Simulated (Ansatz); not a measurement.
# Lattice dynamics of InF (model cell, started as NiAs type), part 2 of 2

How does InF (model cell, started as NiAs type) vibrate, and is this structure a minimum?

Ansatz 0.2.0; DFT LDA, scalar-relativistic, plane waves, PAW.

So far. Step 4 (Tight relaxation): The forces vanish by symmetry and the pressure is 0.004 GPa, within the tolerances set. The cell now holds 16.47 Å³/atom. Step 5 (Modes at Γ): Before it was imposed, the acoustic sum rule was missed by 2.4e-5 eV/Å². Small misses are needed for a sound result but don't prove that mesh and cutoff are converged. The lowest optical mode is imaginary, 96.8i cm⁻¹, so the energy falls along it. The relaxed cell has a = 3.178, c = 7.535 Å (conventional setting).

The structure was built from a prototype and need not be the compound's stable phase.

### 6. Phonons on a q mesh

Stability and thermal properties need the whole zone. Linear response on a 3×3×2 q mesh gives force constants as far as a supercell of that size would.

File input.yaml:

```yaml
crystal:
  lattice:
    - [3.1776817916, 0.0, 0.0]
    - [-1.5888408958, 2.7519531566, 0.0]
    - [0.0, 0.0, 7.5354644677]
  atoms:
    - { symbol: In, position: [0.0, 0.0, 0.0] }
    - { symbol: In, position: [0.0, 0.0, 0.5] }
    - { symbol: F, position: [0.3333333333, 0.6666666667, 0.25] }
    - { symbol: F, position: [0.6666666667, 0.3333333333, 0.75] }
kpoints:
  mp_grid: { grid: [15, 15, 6] }
hamiltonian:
  xc: lda
scf:
  occupations: { method: methfessel_paxton, width: 0.2 }
output:
  eigenvalues: true
phonons:
  method: dfpt
  qmesh: [3, 3, 2]
  temperatures: { t_max: 1000, t_step: 50 }
  qpath:
    path:
      - [[0.0, 0.0, 0.0], [0.5, 0.0, 0.0], [0.33333333, 0.33333333, 0.0], [0.0, 0.0, 0.0], [0.0, 0.0, 0.5], [0.5, 0.0, 0.5], [0.33333333, 0.33333333, 0.5], [0.0, 0.0, 0.5]]
      - [[0.5, 0.0, 0.5], [0.5, 0.0, 0.0]]
      - [[0.33333333, 0.33333333, 0.5], [0.33333333, 0.33333333, 0.0]]
    npoints: 10
```

Launch:

```sh
ansatz run input.yaml --threads 4 --pin off --max-ram 7168MiB --backend cpu --events-out ev --progress --plain --runs-dir out
```

Numbers of over 12 decimals in the logs are rounded to 6 here.

The log of the run:

```text
Warning: phonons: the dynamical matrix that this run interpolates holds no multipole term above the dipole-dipole one, and a site of this crystal is no centre of inversion, so its interpolated transverse optical and acoustic branches and sound speeds can stay off near Gamma, and the density of states and the thermodynamics with them. What a run solves at a wave vector of phonons.qpoints, Gamma apart, where the deck admits one, is free of this, and under fd what a larger phonons.supercell samples
[...]
Crystal: 4 atoms, lattice volume = 65.896 Å³
Basis set: ecut = 420 eV, 1321 PW (Γ), exchange–correlation on 48×48×108 points (8 copies of the dense FFT grid, shifted against one another)
Bands: 24, of which v1, the nominal top of the filled ones, is band 20 counted from 1 (19 counted from 0)
Symmetry: 24 space group operations
k-points: 108 of 1350
[...]
SCF iter   1: F=—  HF=-12502.161393 eV  |F-HF|=—  |Δ(HF+E_count)|=         —  Δρ=2.22e-2  dr2=2.48e-1  ethr=1.77e-3  ⟨swp⟩=5.2  Hψ=10714  notcnv=0
[...]
SCF iter  11: F=-12502.097676 eV  HF=-12502.097676 eV  |F-HF|=5.46e-12  |Δ(HF+E_count)|=  3.64e-12  S|Δr|=    0.00e0  Δρ=4.33e-8  dr2=1.62e-12  ethr=1.00e-12  ⟨swp⟩=5.2  Hψ=10410  notcnv=0
SCF 1 converged in 11 iterations: F = -12502.097676 eV  dr2 = 1.62e-12
[...]
SCF iter   1: F=—  HF=-12502.097676 eV  |F-HF|=—  |Δ(HF+E_count)|=         —  Δρ=1.34e-7  dr2=9.65e-12  ethr=8.69e-9  ⟨swp⟩=3.9  Hψ=19138  notcnv=0
eigensolver tolerance schedule: the retry pair's looser diagonalisation over-reported the residual by 360230.65 of it (diagonalisation noise at an unbounded share of the residual, at the tolerance the schedule requests for it); recorded, not acted on — ethr = c·dr2/N_el stays at c = 1.0e-1
[...]
SCF iter   2: F=-12502.097676 eV  HF=-12502.097676 eV  |F-HF|=1.46e-11  |Δ(HF+E_count)|=  7.19e-10  S|Δr|=    0.00e0  Δρ=1.40e-7  dr2=9.77e-12  ethr=1.00e-12  ⟨swp⟩=6.4  Hψ=11320  notcnv=0
SCF 2 converged in 2 iterations: F = -12502.097676 eV  dr2 = 9.77e-12
phonons: the bands overlap, so this run is a metal and interpolates without the dipole-dipole term. If the crystal is really an insulator or semiconductor, its LO-TO splitting is missing
NSCF: frozen V_eff on 108 k-points
[...]
DFPT response loops at q = (0, 0, 0) (fractional): preconditioner auto → Kerker (q_TF=auto, 2.510 Å⁻¹) (partly filled bands, converged f_vac=0.009); β = 1.00, the filter's whole step (`scf.mixing.beta` (0.50) is not read by the response loops under this deck's `scf.mixing.preconditioner`; to damp them name `kerker` or `kerker_dos`, under which they read `scf.mixing.beta`, and type it under 1.00, their step now; both keys bind the ground state too); Broyden in place of MSR1
[...]
SCF converged after 11 iterations
[...]
Free energy (F): -12502.097676 eV
[...]
Internal energy: -12502.097871 eV  (E = F + TS)
E sigma→0 (E₀):  -12502.097725 eV
Entropy (-TS):   0.000195 eV (0.049 meV/atom)
Fermi energy:    8.863653 eV
[...]
--- Band table (eV; the first three rows and the last of 108) ---
  k-point 0: bands = [... 16 lower, 4.7332, 4.8391, 4.8391, 7.2733, 9.6422, 14.8483, 17.3978, 20.0009]
  k-point 1: bands = [... 16 lower, 4.7405, 4.8328, 4.8328, 6.8937, 10.0598, 14.2398, 18.0798, 20.0516]
  k-point 2: bands = [... 16 lower, 4.7601, 4.8133, 4.8133, 6.1220, 10.9490, 13.1402, 19.3845, 20.1992]
  k-point 107: bands = [... 16 lower, 4.0940, 4.0940, 8.8092, 8.8092, 9.9718, 9.9718, 11.3754, 11.3754]
--- Phonons (Γ-DFPT): 4 representative perturbations + reference (Σ response iterations 12) ---
  ASR residual: 3.260e-5 → 0.000e0 eV/Å²; symmetrization residual: 5.326e-6 eV/Å²
  ASR residual per site (eV/Å²): 3.26e-5 3.26e-5 9.21e-6 9.21e-6
[...]
--- Phonons (arbitrary-q DFPT): 6 irreducible q on the 3×3×2 mesh ---
  q = [0.0000, 0.0000, 0.0000] (star 1, of the zone-centre solve; hermiticity 1.96e-6, symmetrization 1.62e-12): -96.85 -71.42 -71.42 -33.62 -33.62 -0.00 0.00 0.00 39.18 39.18 156.23 208.73
  q = [0.0000, 0.0000, -0.5000] (star 1, 4 solved perturbations in 878 linear systems a pass and spin channel, the states on 368 of 1350 k-point pairs; hermiticity 1.22e-6, symmetrization 1.78e-11): -52.89 -52.89 -52.89 -52.89 -2.35 -2.35 -2.35 -2.35 106.83 106.83 205.33 205.33
[...]
sum rule: each row above includes the acoustic sum rule's correction from the zone centre's row sums; it moved no ω² by more than (0.36 cm⁻¹)²
  mesh force constants: q→R imaginary residual 0.00e0; ASR residual 3.260e-5 → 0.000e0 eV/Å²; symmetrization residual 2.220e-15 eV/Å²
  interpolated dispersion: 93 rows × 12 modes
  density of states and harmonic sums: on the 24×24×8 q-mesh, interpolated from the force constants of a 3×3×2 supercell (no non-analytic term)
  largest difference from the sums on the solved wave vectors: F 1.10e-1 eV, S 1.47e-4 and C_V 3.72e-5 eV/K
  zero-point energy: 0.059900 eV/cell   skipped modes (ω ≤ 0): 818, of them read as no rigid motion or as one in doubt: 815 (2.570e0 modes/cell left out, lowest -108.27 cm⁻¹)   left out of the sums: 2.14e-1 of the cell's modes: C_V's classical limit lies that fraction below 3 k_B per atom; for a crystal, a wire or a layer, F and S can be off by more, and a phonons.interpolated_qmesh denser along its periods is the remedy for the sampling
```

The job ended after 8 min (4 threads of Arm Neoverse V2, shared host; peak memory 3 GiB).

This step gave:

```yaml
sum_rule_residual_before_enforcement: 3.26e-5 eV/Å²
lowest_frequency_on_the_path: -108.3 cm⁻¹
highest_frequency_on_the_path_or_at_a_solved_wavevector: 225.2 cm⁻¹
lowest_mode_on_the_q_mesh_acoustic_modes_at_gamma_apart: -108.3 cm⁻¹
```

Frequencies (cm⁻¹) solved at each irreducible wavevector; negative means imaginary. Frequencies by wavevector, by row:

| q in reciprocal lattice units | star | mode 1 | mode 2 | mode 3 | mode 4 | mode 10 | mode 11 | mode 12 |
| --- | --- | --- | --- | --- | --- | --- | --- | --- |
| 0 0 0 | 1 | -96.8 | -71.4 | -71.4 | -33.6 | 39.2 | 156.2 | 208.7 |
| 0 0 -0.5 | 1 | -52.9 | -52.9 | -52.9 | -52.9 | 106.8 | 205.3 | 205.3 |
| 0 0.3333 0 | 6 | -70.9 | -57 | -39.5 | 19.2 | 130.2 | 152.7 | 185.2 |
| 0 0.3333 -0.5 | 6 | -56.6 | -56.6 | 36.8 | 36.8 | 137.1 | 165.2 | 165.2 |
| 0.3333 0.3333 0 | 2 | -108.3 | -74.8 | 73.1 | 73.1 | 141.1 | 141.1 | 163.2 |
| 0.3333 0.3333 -0.5 | 2 | -79.3 | -79.3 | 36.8 | 36.8 | 126.6 | 174.6 | 174.6 |

Interpolated from a 3×3×2 q mesh. The phonon branches at the labelled points (cm⁻¹):

| point | branch 1 | branch 2 | branch 3 | branch 4 | branch 9 | branch 10 | branch 11 | branch 12 |
| --- | --- | --- | --- | --- | --- | --- | --- | --- |
| Γ | -97 | -71 | -71 | -34 | 39 | 39 | 156 | 209 |
| halfway | -64 | -57 | 23 | 26 | 99 | 134 | 153 | 156 |
| M | -93 | -71 | -64 | -62 | 139 | 150 | 172 | 206 |
| halfway | -93 | -76 | -37 | 66 | 137 | 143 | 161 | 191 |
| K | -108 | -75 | 73 | 73 | 138 | 141 | 141 | 163 |
| halfway | -65 | -40 | 38 | 49 | 105 | 129 | 143 | 168 |
| Γ | -97 | -71 | -71 | -34 | 39 | 39 | 156 | 209 |
| halfway | -67 | -67 | -37 | -37 | 61 | 102 | 137 | 224 |
| A | -53 | -53 | -53 | -53 | 107 | 107 | 205 | 205 |
| halfway | -21 | -21 | 26 | 26 | 119 | 119 | 171 | 171 |
| L | -69 | -69 | 41 | 41 | 150 | 150 | 164 | 164 |
| halfway | -78 | -78 | 38 | 38 | 146 | 146 | 164 | 164 |
| H | -79 | -79 | 37 | 37 | 127 | 127 | 175 | 175 |
| halfway | -63 | -63 | 47 | 47 | 130 | 130 | 165 | 165 |
| A | -53 | -53 | -53 | -53 | 107 | 107 | 205 | 205 |
| jump to L | -69 | -69 | 41 | 41 | 150 | 150 | 164 | 164 |
| halfway | -81 | -68 | -52 | -34 | 138 | 142 | 162 | 193 |
| M | -93 | -71 | -64 | -62 | 139 | 150 | 172 | 206 |
| jump to H | -79 | -79 | 37 | 37 | 127 | 127 | 175 | 175 |
| halfway | -98 | -74 | 59 | 59 | 116 | 152 | 165 | 165 |
| K | -108 | -75 | 73 | 73 | 138 | 141 | 141 | 163 |

Tetrahedra on a 24×24×8 mesh, mean over bins of 5 cm-1. Interpolated from a 3×3×2 q mesh. Table of phonon density of states by wavenumber; read off at these points:

wavenumber (cm⁻¹), phonon density of states (1/cm⁻¹/cell) and a bar:
```
     -108     0.0007 
      -92     0.0097 ####
      -78     0.0519 ####################
      -72     0.0652 #########################
      -62     0.0393 ###############
      -42     0.0229 #########
      -28     0.0169 ######
      -12     0.0110 ####
        2     0.0119 ####
       18     0.0208 ########
       32     0.0419 ################
       48     0.0769 ##############################
       52     0.0772 ##############################
       68     0.0609 ########################
       82     0.0374 ##############
       98     0.0398 ###############
      112     0.0665 ##########################
      128     0.0754 #############################
      138     0.0774 ##############################
      142     0.0666 ##########################
      158     0.0464 ##################
      162     0.0556 #####################
      178     0.0280 ###########
      192     0.0151 ######
      208     0.0033 #
      222     0.0006
```

The partial phonon density of states has structure finer than the step of the table below, so its rows give means over 10 cm⁻¹, whole bins alone (the curve runs from -118 to 242 cm⁻¹). Peaks (cm⁻¹: height): F -48.1: 0.0207, 56.1: 0.0258, 110.4: 0.0341, 130.8: 0.0383, 169.3: 0.0492; In -73.0: 0.0485, 49.3: 0.0584, 128.5: 0.0442.

Phonopy on the run's constants, 21x21x7 mesh, Gaussian sigma 2.6 cm-1. Interpolated from a 3×3×2 q mesh. Partial phonon density of states against wavenumber; means over each step; values in 1/cm⁻¹/cell:

| wavenumber (cm⁻¹) | F | In |
| --- | --- | --- |
| -110 | 3.6e-4 | 3.7e-4 |
| -100 | 0.00232 | 0.00252 |
| -90 | 0.00850 | 0.00962 |
| -80 | 0.0150 | 0.0294 |
| -70 | 0.0140 | 0.0391 |
| -60 | 0.0175 | 0.0200 |
| -50 | 0.0194 | 0.00893 |
| -40 | 0.0150 | 0.00653 |
| -30 | 0.0107 | 0.00858 |
| -20 | 0.00786 | 0.00677 |
| -10 | 0.00434 | 0.00718 |
| 0 | 0.00163 | 0.00344 |
| 10 | 0.00498 | 0.00713 |
| 20 | 0.00942 | 0.0170 |
| 30 | 0.0125 | 0.0233 |
| 40 | 0.0181 | 0.0439 |
| 50 | 0.0223 | 0.0561 |
| 60 | 0.0227 | 0.0445 |
| 70 | 0.0198 | 0.0336 |
| 80 | 0.0214 | 0.0217 |
| 90 | 0.0202 | 0.0170 |
| 100 | 0.0231 | 0.0165 |
| 110 | 0.0313 | 0.0268 |
| 120 | 0.0294 | 0.0380 |
| 130 | 0.0354 | 0.0427 |
| 140 | 0.0340 | 0.0375 |
| 150 | 0.0384 | 0.0183 |
| 160 | 0.0402 | 0.00701 |
| 170 | 0.0443 | 0.00334 |
| 180 | 0.0250 | 0.00155 |
| 190 | 0.0172 | 9.4e-4 |
| 200 | 0.00902 | 4.4e-4 |
| 210 | 0.00317 | 2.9e-4 |
| 220 | 0.00112 | 1.4e-4 |
| 230 | 8.9e-5 | 1.2e-5 |

Symmetry leaves 6 wavevectors to solve. The lowest mode among them, the acoustic zeros apart, lies at q = (0.333, 0.333, 0) and is imaginary, 108.3i cm⁻¹, so the energy falls along it.

### 7. Isotope substitution

An isotope changes the mass and not the force constants, so no new electronic calculation is needed; the shifts show which modes move this element.

The same force constants with the mass of In changed from 114.818 to 112.904 u (phonopy, no LO-TO term). Both lists are sorted by frequency; levels can cross, so a row need not hold one and the same mode. Modes under 3 cm⁻¹ are left out. Isotope shifts, by row, the first 40 of 41 rows:

| q | rank | natural mass (cm⁻¹) | changed mass (cm⁻¹) |
| --- | --- | --- | --- |
| 0 0 0 | 1 | -96.85 | -96.96 |
| 0 0 0 | 2 | -71.42 | -71.5 |
| 0 0 0 | 3 | -71.42 | -71.5 |
| 0 0 0 | 4 | -33.62 | -33.9 |
| 0 0 0 | 5 | -33.62 | -33.9 |
| 0 0 0 | 9 | 39.18 | 39.18 |
| 0 0 0 | 10 | 39.18 | 39.18 |
| 0 0 0 | 11 | 156.2 | 157.6 |
| 0 0 0 | 12 | 208.7 | 208.7 |
| 0 0 -0.5 | 1 | -52.89 | -53.04 |
| 0 0 -0.5 | 2 | -52.89 | -53.04 |
| 0 0 -0.5 | 3 | -52.89 | -53.04 |
| 0 0 -0.5 | 4 | -52.89 | -53.04 |
| 0 0 -0.5 | 9 | 106.8 | 107.6 |
| 0 0 -0.5 | 10 | 106.8 | 107.6 |
| 0 0 -0.5 | 11 | 205.3 | 205.6 |
| 0 0 -0.5 | 12 | 205.3 | 205.6 |
| 0 0.3333 0 | 1 | -70.92 | -71.45 |
| 0 0.3333 0 | 2 | -56.99 | -57.02 |
| 0 0.3333 0 | 3 | -39.55 | -39.71 |
| 0 0.3333 0 | 4 | 19.25 | 19.31 |
| 0 0.3333 0 | 5 | 39.62 | 39.96 |
| 0 0.3333 0 | 6 | 44.44 | 44.79 |
| 0 0.3333 0 | 7 | 114.3 | 114.3 |
| 0 0.3333 0 | 8 | 118.2 | 118.9 |
| 0 0.3333 0 | 9 | 123 | 123.7 |
| 0 0.3333 0 | 10 | 130.2 | 130.9 |
| 0 0.3333 0 | 11 | 152.7 | 152.8 |
| 0 0.3333 0 | 12 | 185.2 | 185.4 |
| 0 0.3333 -0.5 | 1 | -56.61 | -56.92 |
| 0 0.3333 -0.5 | 2 | -56.61 | -56.92 |
| 0 0.3333 -0.5 | 3 | 36.83 | 37.12 |
| 0 0.3333 -0.5 | 4 | 36.83 | 37.12 |
| 0 0.3333 -0.5 | 5 | 74.92 | 75.28 |
| 0 0.3333 -0.5 | 6 | 74.92 | 75.28 |
| 0 0.3333 -0.5 | 7 | 76.86 | 76.9 |
| 0 0.3333 -0.5 | 8 | 76.86 | 76.9 |
| 0 0.3333 -0.5 | 9 | 137.1 | 138 |
| 0 0.3333 -0.5 | 10 | 137.1 | 138 |
| 0 0.3333 -0.5 | 11 | 165.2 | 165.3 |

A mode of this element alone would shift by +0.84 %. The highest zone-centre frequency without the field goes from 208.7 to 208.7 cm⁻¹ (+0.0 %).

### 8. Outcome

| Item | Value |
| --- | --- |
| space group after relaxation (within 0.01 Å) | P6_3/mmc |
| volume per atom | 16.5 Å³ |
| electronic character | no gap on this mesh |
| highest optical mode at the zone centre (no LO-TO term) | 209 cm⁻¹ |
| lowest optical zone-centre mode | -96.8 cm⁻¹ |
| lowest mode on the q mesh (acoustic modes at Γ apart) | -108 cm⁻¹ |
| highest frequency on the path or at a solved wavevector | 225 cm⁻¹ |
| imaginary modes on the 3×3×2 q mesh | yes |

Modes are clearly imaginary (beyond 10i cm⁻¹) at 6 of the 6 irreducible wavevectors, most at q = (0.333, 0.333, 0) (108.3i cm⁻¹), so this structure is not a minimum of the energy. The optical modes at Γ span -97 to 209 cm⁻¹ (negative means imaginary). The highest mode in this list at Γ, 208.7 cm⁻¹, is mostly motion of F (100 % of the kinetic energy). With no gap, or one that is small against the smearing, the frequencies hang on the k mesh and the smearing, most of all near Kohn anomalies. The starting cell was built on a prototype and not taken from a measurement, so the phase need not exist. These are harmonic frequencies at zero temperature: anharmonic shifts, linewidths and thermal expansion are left out.

[Logs are printed without paths, hosts, clocks, repeated set-up lines and the standing remarks that a program may print on its own settings, such as how far it seeks lower states.]

[Hosts, paths, dates, database ids (printed as entryN), source tags and the programs' standing remarks are cut or masked in the printed files.]
